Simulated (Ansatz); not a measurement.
# What MgSiS3 (model cell, started as cubic perovskite with Si in the octahedra) distorts into, part 2 of 3

Wanted: the energy along a soft mode of MgSiS3 (model cell, started as cubic perovskite with Si in the octahedra) and the structure at the end.

Ansatz 0.2.0; DFT LDA, scalar-relativistic, plane waves, PAW; PAW set soft_1.

So far, highest frequency on the path or at a solved wavevector (cm⁻¹): step 2 (the dispersion) 432. Also lowest frequency on the path (cm⁻¹): step 2 -264.

The structure was built from a prototype and need not be the compound's stable phase.

## Step 4: The mode frozen in, largest atomic shift 0.6 Å

The atoms are moved along the unstable eigenvector, the largest shift by 0.6 Å, with the cell fixed.

File input.yaml:

```yaml
crystal:
  lattice:
    - [4.4685187904, 4.4685187904, 0.0]
    - [4.4685187904, 0.0, 4.4685187904]
    - [4.4685187904, 0.0, -4.4685187904]
  atoms:
    - { symbol: Mg, position: [0.0, 0.0, 0.0] }
    - { symbol: Mg, position: [0.0, 0.5, 0.5] }
    - { symbol: Si, position: [0.5, 0.25, 0.75] }
    - { symbol: Si, position: [0.5, 0.75, 0.25] }
    - { symbol: S, position: [0.5, 0.0671363407, 0.0671363407] }
    - { symbol: S, position: [0.5, 0.4328636593, 0.4328636593] }
    - { symbol: S, position: [0.0, 0.5, 0.0] }
    - { symbol: S, position: [0.0, 0.0, 0.5] }
    - { symbol: S, position: [0.5, -0.0671363407, 0.5671363407] }
    - { symbol: S, position: [0.5, 0.5671363407, -0.0671363407] }
kpoints:
  mp_grid: { grid: [8, 8, 8] }
hamiltonian:
  xc: lda
  pseudopotentials: { kind: paw, azcp: { folder: soft_1 }, xc_functional: pbe }
scf:
  occupations: { method: methfessel_paxton, width: 0.2 }
output:
  forces: true
  stress: true
  eigenvalues: true
```

Started as:

```sh
> ansatz run input.yaml --threads 4 --pin off --max-ram 16384MiB --backend cpu --events-out ev --progress --plain --runs-dir out
```

Numbers of over 12 decimals in the logs are rounded to 6 here.

Output:

```text
[...]
Crystal: 10 atoms, lattice volume = 178.452 Å³
Basis set: ecut = 420 eV, 3479 PW (Γ)
Bands: 42, of which v1, the nominal top of the filled ones, is band 32 counted from 1 (31 counted from 0)
Symmetry: 16 space group operations
[...]
k-points: 59 of 512
[...]
k-point 0: bands = [... 28 lower, 6.3983, 6.3983, 6.9764, 7.4177, 7.4177, 8.8493, 9.0082, 10.0316, ... 6 higher]
  k-point 1: bands = [... 28 lower, 6.1022, 6.3149, 7.2348, 7.3144, 7.3734, 8.9667, 9.2065, 9.8349, ... 6 higher]
  k-point 2: bands = [... 28 lower, 6.0989, 6.1790, 7.0998, 7.1461, 7.4292, 9.0105, 9.2354, 9.8511, ... 6 higher]
  k-point 58: bands = [... 28 lower, 5.2120, 5.6344, 6.3090, 6.3090, 9.1881, 9.6351, 9.6484, 10.1989, ... 6 higher]
[key lines of the parts left out:]
SCF converged after 8 iterations
Free energy (F): -10242.818227 eV
Fermi energy:    7.229181 eV
P = ⅓ Tr σ = -2.8725 GPa (-28.725 kbar)
```

Wall time 7.1 s (4 threads of Arm Neoverse V1, shared host); peak memory 0.65 GiB.

This step gave:

| Property | Result |
| --- | --- |
| pressure | -2.872 GPa |
| energy from the undistorted cell | -230.7 meV/atom |

The energy, extrapolated to zero smearing, is -230.69 meV/atom against the undistorted cell.

The run ends at a pressure of -2.87 GPa, with forces up to 0.69 eV/Å.

## Step 5: Energy along the mode, all amplitudes (two of the runs are shown above)

An imaginary frequency means negative curvature, so the energy should fall and then rise again as anharmonic terms take over.

Numbers from this step:

* depth at the lowest point sampled: 230.7 meV/atom
* largest atomic shift at that point: 0.6 Å

Table of energy from the parent by largest atomic shift:

```
largest atomic shift (Å)  energy from the parent (meV/atom)
                   0.000                                  0
                   0.040                              -2.06
                   0.080                              -8.06
                   0.140                              -23.9
                   0.220                              -56.0
                   0.320                               -106
                   0.450                               -172
                   0.600                               -231
```

Displacement at unit largest shift by atom:

```csv
atom,x (Å),y (Å),z (Å),size
Mg1,0.00,0.00,0.00,0.00
Mg2,0.00,0.00,0.00,0.00
Si3,0.00,0.00,0.00,0.00
Si4,0.00,0.00,0.00,0.00
S5,1.00,0.00,0.00,1.00
S6,-1.00,0.00,0.00,1.00
S7,0.00,0.00,0.00,0.00
S8,0.00,0.00,0.00,0.00
S9,0.00,0.00,-1.00,1.00
S10,0.00,0.00,1.00,1.00
```

The lowest of the steps tried is the last one, at 0.6 Å, 231 meV/atom below the parent; the bottom of the well need not coincide with a step.

## Step 6: Relaxation from the frozen mode

Starting from the lowest point found, all atoms and the cell are let go, so that strain and other modes of the same symmetry can join in.

input.yaml, as its differences from that of step 4:

```diff
@@ -27 +27,6 @@
   eigenvalues: true
+relax:
+  adjacent_minimum: "off"
+  f_tol: 0.002
+  max_steps: 120
+  cell: { stress_tol: 0.03 }
```

Output:

```text
[...]
Crystal: 10 atoms, lattice volume = 178.452 Å³
Basis set: ecut = 420 eV, 3479 PW (Γ)
Bands: 42, of which v1, the nominal top of the filled ones, is band 32 counted from 1 (31 counted from 0)
Symmetry: 16 space group operations
[...]
k-points: 59 of 512
[...]
SCF iter   1: F=—  HF=-10243.471180 eV  |F-HF|=—  |Δ(HF+E_count)|=         —  Δρ=3.89e-2  dr2=2.53e0  ethr=3.10e-3  ⟨swp⟩=11.1  Hψ=14571  notcnv=0
[...]
SCF iter   8: F=-10242.818227 eV  HF=-10242.818227 eV  |F-HF|=1.94e-8  |Δ(HF+E_count)|=   1.37e-7  S|Δr|=    0.00e0  Δρ=5.08e-6  dr2=6.28e-8  ethr=1.56e-10  ⟨swp⟩=13.2  Hψ=13842  notcnv=0
SCF 1 converged in 8 iterations: F = -10242.818227 eV  dr2 = 6.28e-8
[...]
relax step   1: F+E_penalty+E_count = -10242.81822712 eV  Δ(F+E_penalty+E_count) = +0.000e0 eV  max|allowed force component| = 6.945e-1 eV/Å  Δτ_max = 0.0000 Å  P = -2.872 GPa  Ω = 178.452 Å³  (8 SCF iters, dr2 threshold 1.00e-7 eV, accepted)
Crystal: 10 atoms, lattice volume = 169.117 Å³
Basis set: ecut = 420 eV, 3303 PW (Γ)
[...]
SCF iter   6: F=-10243.103265 eV  HF=-10243.103265 eV  |F-HF|=3.01e-7  |Δ(HF+E_count)|=   2.62e-6  S|Δr|=    0.00e0  Δρ=1.80e-5  dr2=5.42e-7  ethr=1.56e-9  ⟨swp⟩=10.9  Hψ=12944  notcnv=0
SCF 2 converged in 6 iterations: F = -10243.103265 eV  dr2 = 5.42e-7
relax step   2: F+E_penalty+E_count = -10243.10326461 eV  Δ(F+E_penalty+E_count) = -2.850e-1 eV  max|allowed force component| = 6.210e-1 eV/Å  Δτ_max = 0.1950 Å  P = +0.798 GPa  Ω = 169.117 Å³  energy of the carried Pulay correction = +1.992e-3 eV  (6 SCF iters, dr2 threshold 1.00e-6 eV, accepted)
Crystal: 10 atoms, lattice volume = 171.127 Å³
Basis set: ecut = 420 eV, 3359 PW (Γ)
[...]
SCF iter   6: F=-10243.184372 eV  HF=-10243.184372 eV  |F-HF|=3.15e-8  |Δ(HF+E_count)|=   3.91e-7  S|Δr|=    0.00e0  Δρ=6.98e-6  dr2=6.12e-8  ethr=1.56e-9  ⟨swp⟩=9.3  Hψ=11879  notcnv=0
the search or the solves at the SCF's close seem to have found levels that the self-consistency loop had missed (the run counts 3). By its estimate they hold under 1e-12 electrons; where the run keeps them, the occupations were computed again with them
SCF 3 converged in 6 iterations: F = -10243.184372 eV  dr2 = 6.12e-8
relax step   3: F+E_penalty+E_count = -10243.18437151 eV  Δ(F+E_penalty+E_count) = -8.111e-2 eV  max|allowed force component| = 1.533e-2 eV/Å  Δτ_max = 0.0720 Å  P = -0.309 GPa  Ω = 171.127 Å³  energy of the carried Pulay correction = +1.554e-3 eV  (6 SCF iters, dr2 threshold 1.00e-6 eV, accepted)
[...]
relax step   4: F+E_penalty+E_count = -10243.22704418 eV  Δ(F+E_penalty+E_count) = -4.267e-2 eV  max|allowed force component| = 1.432e-2 eV/Å  Δτ_max = 0.0024 Å  P = +0.309 GPa  Ω = 169.477 Å³  energy of the carried Pulay correction = +1.913e-3 eV  (6 SCF iters, dr2 threshold 1.00e-6 eV, accepted)
[...]
relax step   5: F+E_penalty+E_count = -10243.23671118 eV  Δ(F+E_penalty+E_count) = -9.667e-3 eV  max|allowed force component| = 6.177e-2 eV/Å  Δτ_max = 0.0087 Å  P = -0.550 GPa  Ω = 170.793 Å³  energy of the carried Pulay correction = +1.626e-3 eV  (5 SCF iters, dr2 threshold 1.00e-6 eV, accepted)
[...]
relax step   6: F+E_penalty+E_count = -10243.23933297 eV  Δ(F+E_penalty+E_count) = -2.622e-3 eV  max|allowed force component| = 1.112e-2 eV/Å  Δτ_max = 0.0075 Å  P = +0.229 GPa  Ω = 169.398 Å³  energy of the carried Pulay correction = +1.930e-3 eV  (4 SCF iters, dr2 threshold 1.00e-6 eV, accepted)
[...]
relax step   7: F+E_penalty+E_count = -10243.23970183 eV  Δ(F+E_penalty+E_count) = -3.689e-4 eV  max|allowed force component| = 5.408e-4 eV/Å  Δτ_max = 0.0010 Å  P = +0.001 GPa  Ω = 169.818 Å³  energy of the carried Pulay correction = +1.838e-3 eV  (4 SCF iters, dr2 threshold 2.05e-7 eV, accepted)
[...]
SCF iter   6: F=-10243.238365 eV  HF=-10243.238365 eV  |F-HF|=3.09e-11  |Δ(HF+E_count)|=  5.09e-11  S|Δr|=    0.00e0  Δρ=1.07e-7  dr2=3.47e-11  ethr=1.00e-12  ⟨swp⟩=8.9  Hψ=11247  notcnv=0
SCF 8 converged in 6 iterations: F = -10243.238365 eV  dr2 = 3.47e-11
relax step   8: F+E_penalty+E_count = -10243.23836538 eV  Δ(F+E_penalty+E_count) = +1.336e-3 eV  max|allowed force component| = 4.892e-4 eV/Å  Δτ_max = 0.0000 Å  P = +0.001 GPa  Ω = 169.818 Å³  stress off target by 9.35e-3 GPa  SCF on the basis re-selected at this cell (its energy is not comparable with the rows above)  (6 SCF iters)
basis re-selected at this cell: Δ(F+E_penalty+E_count) = +1.336e-3 eV, ΔP = +0.000 GPa vs the last step (what re-selecting the basis moved, of the pressure what is left beyond the Pulay correction that the steps carried, after the strain that the cell walked since its last selection, with what the two solves' SCF thresholds leave and, on support functions, any second-order correction that the steps lacked; it is no m [...]
SCF converged after 6 iterations
[...]
Free energy (F): -10243.238365 eV
[...]
Internal energy: -10243.239708 eV  (E = F + TS)
E sigma→0 (E₀):  -10243.238701 eV
Entropy (-TS):   0.001342 eV (0.134 meV/atom)
Fermi energy:    7.814513 eV
[...]
--- Forces (eV/Å), atoms counted from 1 ---
  atom   1  Mg     0.00000000     0.00000000     0.00000000
  atom   2  Mg     0.00000000    -0.00000000    -0.00000000
  atom   3  Si    -0.00000000     0.00000000     0.00000000
  atom   4  Si    -0.00000000     0.00000000     0.00000000
  atom   5  S     -0.00048921     0.00000000    -0.00000000
  atom   6  S      0.00048921    -0.00000000     0.00000000
  atom   7  S     -0.00000000     0.00000000    -0.00000000
  atom   8  S      0.00000000    -0.00000000     0.00000000
  atom   9  S      0.00000000     0.00000000     0.00048921
  atom  10  S      0.00000000    -0.00000000    -0.00048921
  max |Σ_I F_I| component: 1.41e-17 eV/Å
--- Stress (GPa, compression-positive) ---
       -0.003200      -0.000000       0.000000
       -0.000000       0.009355       0.000000
        0.000000       0.000000      -0.003200
  P = ⅓ Tr σ = 0.0010 GPa (0.010 kbar)
--- Band table (eV; the first three rows and the last of 59) ---
  k-point 0: bands = [... 28 lower, 7.3023, 7.3023, 7.7843, 7.8341, 7.8341, 9.5189, 9.9012, 10.0719, ... 6 higher]
  k-point 1: bands = [... 28 lower, 6.8518, 7.2469, 7.7253, 7.8154, 8.2079, 9.9079, 9.9262, 10.1119, ... 6 higher]
  k-point 2: bands = [... 28 lower, 6.5608, 7.0657, 7.5235, 7.6455, 8.5037, 9.8257, 10.0923, 10.5684, ... 6 higher]
  k-point 58: bands = [... 28 lower, 5.8716, 5.8716, 7.3464, 7.3464, 9.2436, 9.7807, 10.1260, 11.0188, ... 6 higher]
--- Relaxed structure (7 steps of the walk, 7 accepted, 1 SCFs on fresh bases) ---
  F+E_penalty+E_count = -10243.23836538 eV   max|allowed force component| = 4.892e-4 eV/Å   (the final SCF, on the basis selected at the relaxed cell)
  cell:  # Å, volume = 169.8178 Å³
    - [4.277761, 4.640024, 0]
    - [4.277761, 0, 4.277761]
    - [4.277761, 0, -4.277761]
  atoms:
    - { symbol: Mg, position: [0, 8.00683031005427e-19, 7.812725332840833e-19] }
    - { symbol: Mg, position: [0, 0.5, 0.5] }
    - { symbol: Si, position: [0.500000, 0.250000, 0.750000] }
    - { symbol: Si, position: [0.500000, 0.75, 0.250000] }
    - { symbol: S, position: [0.500000, 0.081413, 0.081413] }
    - { symbol: S, position: [0.500000, 0.418587, 0.418587] }
    - { symbol: S, position: [0, 0.5, 0.0] }
    - { symbol: S, position: [0, 0.0, 0.5] }
    - { symbol: S, position: [0.500000, -0.081413, 0.581413] }
    - { symbol: S, position: [0.500000, 0.581413, -0.081413] }
```

It took 52 s on 4 threads; peak memory 0.69 GiB; 3.4 min of CPU time.

The steps of the relaxation:

| step | energy less that of the first step (eV) | largest force component (eV/Å) | pressure (GPa) | volume (Å³) |
| --- | --- | --- | --- | --- |
| 1 | 0.0000 | 0.6945 | -2.87 | 178.45 |
| 2 | -0.2850 | 0.6210 | 0.80 | 169.12 |
| 3 | -0.3661 | 0.0153 | -0.31 | 171.13 |
| 4 | -0.4088 | 0.0143 | 0.31 | 169.48 |
| 5 | -0.4185 | 0.0618 | -0.55 | 170.79 |
| 6 | -0.4211 | 0.0111 | 0.23 | 169.40 |
| 7 | -0.4215 | 0.0005 | 0.00 | 169.82 |
| 8* | -0.4201 | 0.0005 | 0.00 | 169.82 |

Relaxation steps marked * repeat the geometry before them on a plane-wave basis chosen anew for their cell, so energy and pressure can jump there.

The run keeps the 16 symmetry operations that it works with, so distortions that break them were not tested.

| conventional cell, symmetrised | before | after | change |
| --- | --- | --- | --- |
| a (Å) | 6.319 | 6.050 | -4.3 % |
| b (Å) | 6.319 | 6.050 | -4.3 % |
| c (Å) | 8.937 | 9.280 | +3.8 % |
| volume (Å³/atom) | 17.85 | 16.98 | -4.8 % |

The atoms that moved most (Å, as changes of fractional coordinates times the final cell):

```csv
atom,dx,dy,dz,length
S6,-0.122,0.000,0.000,0.122
S5,0.122,0.000,0.000,0.122
S9,0.000,0.000,-0.122,0.122
S10,0.000,0.000,0.122,0.122
```

This step gave:

- pressure: 9.85e-4 GPa
- volume per atom: 16.98 Å³

The distorted start has space group I4/mcm; the relaxation ends in I4/mcm.

## Step 7: The new phase in its own primitive cell

The relaxed structure is symmetrised, reduced to its primitive cell and relaxed tightly, as its phonons need.

input.yaml, the sections that differ from step 6:

```yaml
crystal:
  lattice:
    - [-3.0248335625, 3.0248335625, 4.6400244013]
    - [3.0248335625, -3.0248335625, 4.6400244013]
    - [3.0248335625, 3.0248335625, -4.6400244013]
  atoms:
    - { symbol: Mg, position: [0.75, 0.25, 0.5] }
    - { symbol: Mg, position: [0.25, 0.75, 0.5] }
    - { symbol: Si, position: [0.0, 0.0, 0.0] }
    - { symbol: Si, position: [0.5, 0.5, 0.0] }
    - { symbol: S, position: [0.6685871308, 0.1685871308, 0.8371742617] }
    - { symbol: S, position: [0.3314128692, 0.8314128692, 0.1628257383] }
    - { symbol: S, position: [0.75, 0.75, 0.0] }
    - { symbol: S, position: [0.25, 0.25, 0.0] }
    - { symbol: S, position: [0.1685871308, 0.3314128692, 0.5] }
    - { symbol: S, position: [0.8314128692, 0.6685871308, 0.5] }
relax:
  adjacent_minimum: "off"
  f_tol: 0.001
  max_steps: 60
  cell: { stress_tol: 0.01 }
# kpoints, hamiltonian, scf, output: as in step 6
```

Output:

```text
[...]
Crystal: 10 atoms, lattice volume = 169.818 Å³
Basis set: ecut = 420 eV, 3375 PW (Γ)
Bands: 42, of which v1, the nominal top of the filled ones, is band 32 counted from 1 (31 counted from 0)
Symmetry: 16 space group operations
[...]
k-points: 59 of 512
[...]
- { symbol: Si, position: [0.0, 0.0, 0.0] }
    - { symbol: Si, position: [0.500000, 0.500000, 0.0] }
    - { symbol: S, position: [0.668587, 0.168587, 0.837174] }
    - { symbol: S, position: [0.331413, 0.831413, 0.162826] }
    - { symbol: S, position: [0.750000, 0.750000, 0.0] }
    - { symbol: S, position: [0.250000, 0.250000, 0.0] }
    - { symbol: S, position: [0.168587130825, 0.331413, 0.500000] }
    - { symbol: S, position: [0.831412869175, 0.668587, 0.5] }
[key lines of the parts left out:]
SCF converged after 7 iterations
Free energy (F): -10243.238365 eV
Fermi energy:    7.814514 eV
P = ⅓ Tr σ = 0.0010 GPa (0.010 kbar)
```

Run time: 15 s. Hardware: 4 threads; peak memory 0.67 GiB; 58 s of CPU time.

Little changed from the start: no atom moved by 0.005 Å and no cell edge by 0.1 %.

Numbers from this step:

```yaml
pressure: 9.90e-4 GPa
```

The largest force component left is 0.35 meV/Å and the pressure is 0.001 GPa, within the tolerances set. The cell now holds 16.98 Å³/atom.

(Part 2 of 3 ends here.)

[Logs are printed without paths, hosts, clocks, repeated set-up lines and the standing remarks that a program may print on its own settings, such as how far it seeks lower states.]

[Hosts, paths, dates, database ids (printed as entryN), source tags and the programs' standing remarks are cut or masked in the printed files.]
